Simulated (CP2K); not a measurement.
Two runs for the C K edge of acetylpyrazine. Run A: CP2K XAS_TDP, all-electron GAPW, PBEh(45%), aug-cc-pVDZ, TDA, no relativity. Run B differs in one setting.

First lines with a strength over 0.0015. A:

| atom | energy (eV) | states | strength, one atom |
| --- | --- | --- | --- |
| C1 (bonded to C and 3 H) | 284.05 | 1 | 0.0045 |
|  | 284.50 | 1 | 0.0143 |
|  | 284.88 | 1 | 0.0203 |
|  | 285.16 | 1 | 0.0070 |
|  | 285.38 | 1 | 0.0026 |
| C2 (bonded to 2 C and O) | 281.68 | 1 | 0.0622 |
|  | 285.58 | 1 | 0.0037 |
|  | 286.55 | 1 | 0.0089 |
|  | 288.27 | 1 | 0.0019 |
|  | 288.84 | 1 | 0.0043 |
| C4 (bonded to 2 C and N) | 281.40 | 1 | 0.0399 |
|  | 285.17 | 1 | 0.0178 |
|  | 287.48 | 1 | 0.0015 |
|  | 287.81 | 1 | 0.0034 |
|  | 287.98 | 1 | 0.0039 |
| C5 (bonded to C, N and H) | 281.30 | 1 | 0.0566 |
|  | 286.00 | 1 | 0.0067 |
|  | 286.68 | 1 | 0.0073 |
|  | 287.15 | 1 | 0.0023 |
|  | 287.31 | 1 | 0.0029 |
| C7 (bonded to C, N and H) | 281.35 | 1 | 0.0520 |
|  | 283.44 | 1 | 0.0022 |
|  | 285.58 | 1 | 0.0132 |
|  | 286.22 | 1 | 0.0073 |
|  | 286.69 | 1 | 0.0036 |
| C8 (bonded to C, N and H) | 281.65 | 1 | 0.0514 |
|  | 282.94 | 1 | 0.0031 |
|  | 285.48 | 1 | 0.0131 |
|  | 286.23 | 1 | 0.0058 |
|  | 286.61 | 1 | 0.0033 |

B:

| atom | energy (eV) | states | strength, one atom |
| --- | --- | --- | --- |
| C1 (bonded to C and 3 H) | 290.46 | 1 | 0.0044 |
|  | 290.91 | 1 | 0.0140 |
|  | 291.29 | 1 | 0.0198 |
|  | 291.56 | 1 | 0.0069 |
|  | 291.79 | 1 | 0.0025 |
| C2 (bonded to 2 C and O) | 288.06 | 1 | 0.0608 |
|  | 291.95 | 1 | 0.0036 |
|  | 292.92 | 1 | 0.0087 |
|  | 294.64 | 1 | 0.0018 |
|  | 295.21 | 1 | 0.0042 |
| C4 (bonded to 2 C and N) | 286.73 | 1 | 0.0392 |
|  | 290.49 | 1 | 0.0175 |
|  | 292.81 | 1 | 0.0015 |
|  | 293.13 | 1 | 0.0033 |
|  | 293.31 | 1 | 0.0039 |
| C5 (bonded to C, N and H) | 287.03 | 1 | 0.0555 |
|  | 291.73 | 1 | 0.0065 |
|  | 292.41 | 1 | 0.0072 |
|  | 292.88 | 1 | 0.0023 |
|  | 293.05 | 1 | 0.0029 |
| C7 (bonded to C, N and H) | 287.02 | 1 | 0.0510 |
|  | 289.10 | 1 | 0.0021 |
|  | 291.25 | 1 | 0.0129 |
|  | 291.89 | 1 | 0.0072 |
|  | 292.35 | 1 | 0.0035 |
| C8 (bonded to C, N and H) | 287.32 | 1 | 0.0504 |
|  | 288.61 | 1 | 0.0031 |
|  | 291.15 | 1 | 0.0128 |
|  | 291.89 | 1 | 0.0057 |
|  | 292.27 | 1 | 0.0032 |

Question: Which was it: scalar relativity switched on, GW2X switched on, the basis, the functional?

GW2X switched on. GW2X shifts an atom's lines together and keeps their spacings. Against PBEh(45%) in aug-cc-pVDZ, the leading lines move by +6.41 eV (C1, to 290.91), +6.38 eV (C2, to 288.06), +5.33 eV (C4, to 286.73), +5.73 eV (C5, to 287.03), +5.67 eV (C7, to 287.02) and +5.67 eV (C8, to 287.32).

[Hosts, paths, dates, database ids (printed as entryN), source tags and the programs' standing remarks are cut or masked in the printed files.]
